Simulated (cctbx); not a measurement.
# A crystallographic session in cctbx: Sn2B3Rh

Library: cctbx 2025.11. The data are simulated by the first script.

## 1. Simulate the data

run.py:

```python
from cctbx import adptbx, crystal, miller, sgtbx, xray
from cctbx.array_family import flex
from iotbx.shelx import hklf
from scitbx import matrix
import scitbx.random

cs = crystal.symmetry(unit_cell=(4.91, 4.91, 11.496, 90, 90, 120), space_group_symbol='Hall: -R 3 2"')  # R-3m
atoms = [  # label, site, U (iso, or U11 U22 U33 U12 U13 U23 in A^2), occupancy
    ("Sn1", (1/3, 2/3, 0.0441), 0.0110, 1),
    ("Rh1", (0, 0, 0), 0.0128, 1),
    ("B1", (0.16667, 1/3, 0.83333), 0.0246, 1),
]
xs = xray.structure(crystal_symmetry=cs)
for label, site, u, occ in atoms:
    u = adptbx.u_cif_as_u_star(cs.unit_cell(), u) if isinstance(u, tuple) else u
    xs.add_scatterer(xray.scatterer(label, site=site, u=u, occupancy=occ))
xs.set_inelastic_form_factors(0.6889, "sasaki")
xs.show_summary()
p1 = xs.expand_to_p1()
ms = miller.build_set(p1, anomalous_flag=True, d_min=0.84)
flex.set_random_seed(532330)
scitbx.random.set_random_seed(532330)
ms = ms.select(flex.random_double(ms.size()) < 0.7)
i = ms.structure_factors_from_scatterers(p1, algorithm="direct").f_calc().as_intensity_array().data()
i = i / flex.sqrt(1 + 0.1 * i / flex.max(i))  # extinction
i = i * 40000 / flex.max(i)
sig = flex.sqrt(i + flex.pow2(0.02 * i) + 2 ** 2)
noise = scitbx.random.variate(scitbx.random.normal_distribution())(i.size())
data = ms.array(data=i + sig * noise, sigmas=sig).set_observation_type_xray_intensity()
with open("data.hkl", "w") as f:
    data.export_as_shelx_hklf(f)
print("reflections written:", data.size(), " <I/sigma> = %.1f" % flex.mean(data.data() / data.sigmas()))
for h, a, b in list(data.sort("data"))[:12]:
    print("%4d%4d%4d %9.1f %7.1f" % (h + (a, b)))
```

```console
$ python run.py
```

```text
Number of scatterers: 3
At special positions: 3
Unit cell: (4.91, 4.91, 11.496, 90, 90, 120)
Space group: R -3 m :H (No. 166)
reflections written: 1170  <I/sigma> = 11.6
  -1  -1   0   40552.9   824.6
   1   1   0   39929.7   824.6
  -2   1   0   39799.7   824.6
   1  -2   0   39005.2   824.6
   0   0  -3   26440.5   554.0
   0  -1  -5   26368.9   546.4
  -1   1  -5   25929.5   546.4
   0   0   3   25882.2   554.0
   0   1   5   25823.5   546.4
   1  -1   5   25686.9   546.4
   1   0  -5   25260.6   546.4
  -1   0   5   24882.1   546.4
```

It took 0.32 s on 1 thread of Arm Neoverse N1 (shared host), peak memory 0.07 GiB.

## 2. Refinement (right model, isotropic)

run.py:

```python
import math
from cctbx import adptbx, crystal, maptbx, sgtbx, xray
from cctbx.array_family import flex
from cctbx.xray import observations
from iotbx.shelx import hklf
from scitbx.lstbx import normal_eqns_solving
from smtbx import absolute_structure, utils
from smtbx.refinement import constraints, least_squares

cs = crystal.symmetry(unit_cell=(4.91, 4.91, 11.496, 90, 90, 120), space_group_symbol='Hall: -R 3 2"')  # R-3m
atoms = [  # label, site, U (iso, or U11 U22 U33 U12 U13 U23 in A^2), occupancy
    ("Sn1", (1/3, 2/3, 0.0483), 0.0200, 1),
    ("Rh1", (0, 0, 0), 0.0200, 1),
    ("B1", (0.16667, 1/3, 0.83333), 0.0200, 1),
]
xs = xray.structure(crystal_symmetry=cs)
for label, site, u, occ in atoms:
    u = adptbx.u_cif_as_u_star(cs.unit_cell(), u) if isinstance(u, tuple) else u
    xs.add_scatterer(xray.scatterer(label, site=site, u=u, occupancy=occ))
xs.set_inelastic_form_factors(0.6889, "sasaki")
raw = hklf.reader(file_name="data.hkl").as_miller_arrays(crystal_symmetry=cs, anomalous=True)[0]
merged = raw.eliminate_sys_absent().merge_equivalents()
fo2 = merged.array().set_observation_type_xray_intensity()
print("Rint %.3f, %d unique reflections to %.2f A" % (merged.r_int(), fo2.size(), fo2.d_min()))
for sc in xs.scatterers():
    sc.flags.set_grad_site(True)
    sc.flags.set_grad_u_aniso(sc.flags.use_u_aniso())
    sc.flags.set_grad_u_iso(sc.flags.use_u_iso())
obs = fo2.as_xray_observations()
extra = {}
rep = constraints.reparametrisation(xs, [], utils.connectivity_table(xs), **extra)
ls = least_squares.crystallographic_ls(obs, rep, weighting_scheme=least_squares.mainstream_shelx_weighting(a=0, b=0))
print("cycle     R1     wR2    GooF  max shift (A)")
for cycle in range(8):
    ls.build_up()
    r1, wr2, goof = ls.r1_factor(cutoff_factor=2)[0], ls.wR2(), ls.goof()
    old = xs.sites_cart()
    normal_eqns_solving.levenberg_marquardt_iterations(ls, n_max_iterations=3, tau=1e-06, step_threshold=1e-7)
    big = flex.max((xs.sites_cart() - old).norms())
    print("%4d %7.4f %7.4f %7.3f %9.5f" % (cycle + 1, r1, wr2, goof, big))
    ls.build_up(objective_only=True)
    if abs(ls.wR2() - wr2) < 5e-5 and big < 5e-4:
        break
ls.build_up()
print("final R1 %.4f wR2 %.4f GooF %.3f  parameters %d  data/parameter %.1f" % (ls.r1_factor(cutoff_factor=2)[0], ls.wR2(), ls.goof(), ls.n_parameters, fo2.size() / ls.n_parameters))
cov = ls.covariance_matrix_and_annotations()
su = dict(zip(cov.annotations, (math.sqrt(max(v, 0)) for v in cov.matrix.matrix_packed_u_diagonal())))
a2 = cs.unit_cell().reciprocal_parameters()[0] ** -2
print("atom        x        y        z      Ueq    occ   su(xyz)  su(Uiso or U11)")
for sc in xs.scatterers():
    s = max(su.get(sc.label + k, 0) for k in (".x", ".y", ".z"))
    npd = "" if sc.is_positive_definite_u(cs.unit_cell()) else "  NPD"
    print("%-5s %8.5f %8.5f %8.5f %8.4f %6.3f %8.5f %7.4f%s" % ((sc.label,) + sc.site + (sc.u_iso_or_equiv(cs.unit_cell()), sc.occupancy, s, su.get(sc.label + ".uiso", su.get(sc.label + ".u11", 0) * a2), npd)))
fo = fo2.f_sq_as_f()
fc = fo.structure_factors_from_scatterers(xs, algorithm="direct").f_calc()
diff = fo.f_obs_minus_f_calc(1 / math.sqrt(ls.scale_factor()), fc).average_bijvoet_mates()
m = diff.fft_map(symmetry_flags=maptbx.use_space_group_symmetry, resolution_factor=0.25).apply_volume_scaling()
print("difference map: max %.2f min %.2f rms %.2f" % (m.statistics().max(), m.statistics().min(), m.statistics().sigma()))
peaks = m.peak_search(parameters=maptbx.peak_search_parameters(min_distance_sym_equiv=0.6, max_clusters=6)).all()
near = xs.closest_distances(peaks.sites(), distance_cutoff=4)
sps = cs.special_position_settings(min_distance_sym_equiv=0.5)
for k, (x, h) in enumerate(zip(peaks.sites(), peaks.heights())):
    ss = sps.site_symmetry(x)
    print("Q%-3d %7.4f %7.4f %7.4f %4d %7.2f  %.2f A from %s" % ((k + 1,) + tuple(t % 1 for t in ss.exact_site()) + (ss.multiplicity(), h, near.smallest_distances[k], xs.scatterers()[near.i_seqs[k]].label)))
```

```console
$ python run.py
```

```text
Rint 0.016, 66 unique reflections to 0.84 A
cycle     R1     wR2    GooF  max shift (A)
   1  0.1340  0.3259  28.027   0.04836
   2  0.0062  0.0143   1.228   0.00000
final R1 0.0062 wR2 0.0143 GooF 1.228  parameters 4  data/parameter 16.5
atom        x        y        z      Ueq    occ   su(xyz)  su(Uiso or U11)
Sn1    0.33333  0.66667  0.04409   0.0105  1.000  0.00002  0.0001
Rh1    0.00000  0.00000  0.00000   0.0124  1.000  0.00000  0.0001
B1     0.16667  0.33333  0.83333   0.0238  1.000  0.00000  0.0009
difference map: max 0.20 min -0.54 rms 0.08
Q1    0.0459  0.5230  0.0674   18    0.21  1.25 A from Sn1
Q2    0.9976  0.2523  0.3034   36    0.17  1.51 A from Sn1
Q3    0.0013  0.2771  0.0703   36    0.14  1.32 A from B1
Q4    0.0868  0.1735  0.5011   18    0.13  1.58 A from Sn1
Q5    0.0000  0.0000  0.5000    3    0.13  1.41 A from Sn1
Q6    0.0851  0.1701  0.1152   18    0.11  1.36 A from B1
```

Time: 0.47 s.

## 3. Refinement (right model, anisotropic)

run.py, as its changes from the last script of this kind:

```diff
@@ -12,3 +12,3 @@
-    ("Sn1", (1/3, 2/3, 0.0483), 0.0200, 1),
-    ("Rh1", (0, 0, 0), 0.0200, 1),
-    ("B1", (0.16667, 1/3, 0.83333), 0.0200, 1),
+    ("Sn1", (1/3, 2/3, 0.04409), 0.0105, 1),
+    ("Rh1", (0, 0, 0), 0.0124, 1),
+    ("B1", (0.16667, 1/3, 0.83333), 0.0238, 1),
@@ -20,0 +21 @@
+xs.convert_to_anisotropic()
```

```console
$ python run.py
```

```text
Rint 0.016, 66 unique reflections to 0.84 A
cycle     R1     wR2    GooF  max shift (A)
   1  0.0062  0.0143   1.281   0.00004
   2  0.0061  0.0139   1.244   0.00000
final R1 0.0061 wR2 0.0139 GooF 1.244  parameters 9  data/parameter 7.3
atom        x        y        z      Ueq    occ   su(xyz)  su(Uiso or U11)
Sn1    0.33333  0.66667  0.04409   0.0105  1.000  0.00002  0.0001
Rh1    0.00000  0.00000  0.00000   0.0124  1.000  0.00000  0.0002
B1     0.16667  0.33333  0.83333   0.0238  1.000  0.00000  0.0015
difference map: max 0.19 min -0.54 rms 0.08
Q1    0.0458  0.5229  0.0669   18    0.20  1.25 A from Sn1
Q2    0.0046  0.2646  0.3082   36    0.17  1.51 A from Sn1
Q3    0.0112  0.2781  0.0751   36    0.14  1.30 A from B1
Q4    0.0773  0.1546  0.5013   18    0.12  1.54 A from Sn1
Q5    0.0000  0.0000  0.5000    3    0.12  1.41 A from Sn1
Q6    0.0856  0.1712  0.1160   18    0.11  1.36 A from B1
```

Time: 0.45 s.

## 4. Refinement

run.py, as its changes from the last script of this kind:

```diff
@@ -12,2 +12,2 @@
-    ("Sn1", (1/3, 2/3, 0.04409), 0.0105, 1),
-    ("Rh1", (0, 0, 0), 0.0124, 1),
+    ("Rh1", (1/3, 2/3, 0.04409), 0.0105, 1),
+    ("Sn1", (0, 0, 0), 0.0124, 1),
@@ -35 +35 @@
-for cycle in range(8):
+for cycle in range(12):
```

```console
$ python run.py
```

```text
Rint 0.016, 66 unique reflections to 0.84 A
cycle     R1     wR2    GooF  max shift (A)
   1  0.1274  0.3494  31.340   0.00052
   2  0.0551  0.1848  16.577   0.00000
final R1 0.0551 wR2 0.1848 GooF 16.577  parameters 9  data/parameter 7.3
atom        x        y        z      Ueq    occ   su(xyz)  su(Uiso or U11)
Rh1    0.33333  0.66667  0.04413   0.0053  1.000  0.00030  0.0018
Sn1    0.00000  0.00000  0.00000   0.0236  1.000  0.00000  0.0024
B1     0.16667  0.33333  0.83333   0.0299  1.000  0.00000  0.0181
difference map: max 4.29 min -4.51 rms 0.76
Q1    0.0000  0.0000  0.3747    6    4.38  0.03 A from Rh1
Q2    0.0000  0.0000  0.0993    6    0.87  1.14 A from Sn1
Q3    0.0531  0.3023  0.2996   36    0.75  1.63 A from Rh1
Q4    0.0108  0.2193  0.0505   36    0.71  1.20 A from Sn1
Q5    0.0939  0.1879  0.4945   18    0.64  1.56 A from Rh1
Q6    0.0471  0.5235  0.6860   18    0.63  1.24 A from Sn1
```

Time: 0.49 s.

This run holds a fault made on purpose: elements exchanged: Sn1 is Rh and Rh1 is Sn.

## 5. Refinement

run.py, as its changes from the last script of this kind:

```diff
@@ -12,2 +12,2 @@
-    ("Rh1", (1/3, 2/3, 0.04409), 0.0105, 1),
-    ("Sn1", (0, 0, 0), 0.0124, 1),
+    ("Sn1", (1/3, 2/3, 0.04409), 0.0105, 1),
+    ("Rh1", (0, 0, 0), 0.0124, 1),
@@ -14,0 +15 @@
+    ("B2", (0.211, 0.741, 0.569), 0.0300, 1),
@@ -21 +21,0 @@
-xs.convert_to_anisotropic()
```

```console
$ python run.py
```

```text
Rint 0.016, 66 unique reflections to 0.84 A
cycle     R1     wR2    GooF  max shift (A)
   1  0.0766  0.2022  17.830   0.36979
   2  0.0128  0.0438   3.863   0.24213
   3  0.0071  0.0174   1.536   0.25852
   4  0.0059  0.0160   1.410   0.06488
   5  0.0059  0.0159   1.405   0.00986
   6  0.0060  0.0159   1.405   0.00176
   7  0.0060  0.0159   1.405   0.00195
   8  0.0060  0.0159   1.405   0.00154
   9  0.0060  0.0159   1.405   0.00161
  10  0.0060  0.0159   1.405   0.00158
  11  0.0060  0.0159   1.405   0.00159
  12  0.0060  0.0159   1.405   0.00159
final R1 0.0060 wR2 0.0159 GooF 1.405  parameters 7  data/parameter 9.4
atom        x        y        z      Ueq    occ   su(xyz)  su(Uiso or U11)
Sn1    0.33333  0.66667  0.04408   0.0103  1.000  0.00002  0.0001
Rh1    0.00000  0.00000  0.00000   0.0122  1.000  0.00000  0.0002
B1     0.16667  0.33333  0.83333   0.0236  1.000  0.00000  0.0010
B2     0.15587  0.84413  0.58386   1.0000  1.000  0.00861  0.1355
difference map: max 0.20 min -0.43 rms 0.08
Q1    0.9964  0.1756  0.2682   36    0.20  1.40 A from B1
Q2    0.0339  0.5169  0.0656   18    0.19  1.30 A from Sn1
Q3    0.0000  0.3709  0.0000   18    0.14  1.32 A from B2
Q4    0.0536  0.5268  0.4538   18    0.13  0.58 A from B1
Q5    0.0000  0.3750  0.3833   36    0.13  1.03 A from B2
Q6    0.0814  0.1627  0.1177   18    0.11  0.91 A from B2
```

Time: 0.85 s.

This run holds a fault made on purpose: spurious atom: B2.

## 6. Refinement

run.py, as its changes from the last script of this kind:

```diff
@@ -15 +14,0 @@
-    ("B2", (0.211, 0.741, 0.569), 0.0300, 1),
@@ -21 +20,2 @@
-xs.set_inelastic_form_factors(0.6889, "sasaki")
+# no anomalous dispersion
+xs.convert_to_anisotropic()
```

```console
$ python run.py
```

```text
Rint 0.016, 66 unique reflections to 0.84 A
cycle     R1     wR2    GooF  max shift (A)
   1  0.0128  0.0376   3.369   0.00002
   2  0.0080  0.0189   1.696   0.00000
final R1 0.0080 wR2 0.0189 GooF 1.696  parameters 9  data/parameter 7.3
atom        x        y        z      Ueq    occ   su(xyz)  su(Uiso or U11)
Sn1    0.33333  0.66667  0.04409   0.0110  1.000  0.00003  0.0002
Rh1    0.00000  0.00000  0.00000   0.0143  1.000  0.00000  0.0002
B1     0.16667  0.33333  0.83333   0.0225  1.000  0.00000  0.0021
difference map: max 0.17 min -0.76 rms 0.10
Q1    0.0178  0.2721  0.3041   36    0.18  1.54 A from Sn1
Q2    0.0638  0.5319  0.0663   18    0.17  1.17 A from Sn1
Q3    0.0000  0.0000  0.0896    6    0.16  1.03 A from Rh1
Q4    0.0843  0.1685  0.4976   18    0.14  1.56 A from Sn1
Q5    0.0485  0.5243  0.4487   18    0.13  0.62 A from B1
Q6    0.0417  0.2083  0.7333   36    0.13  1.30 A from B1
```

It took 0.46 s on 1 thread of Arm Neoverse N1 (shared host), peak memory 0.09 GiB.

This run holds a fault made on purpose: anomalous dispersion left out.

[Logs are printed without paths, hosts, clocks, repeated set-up lines and the standing remarks that a program may print on its own settings, such as how far it seeks lower states.]
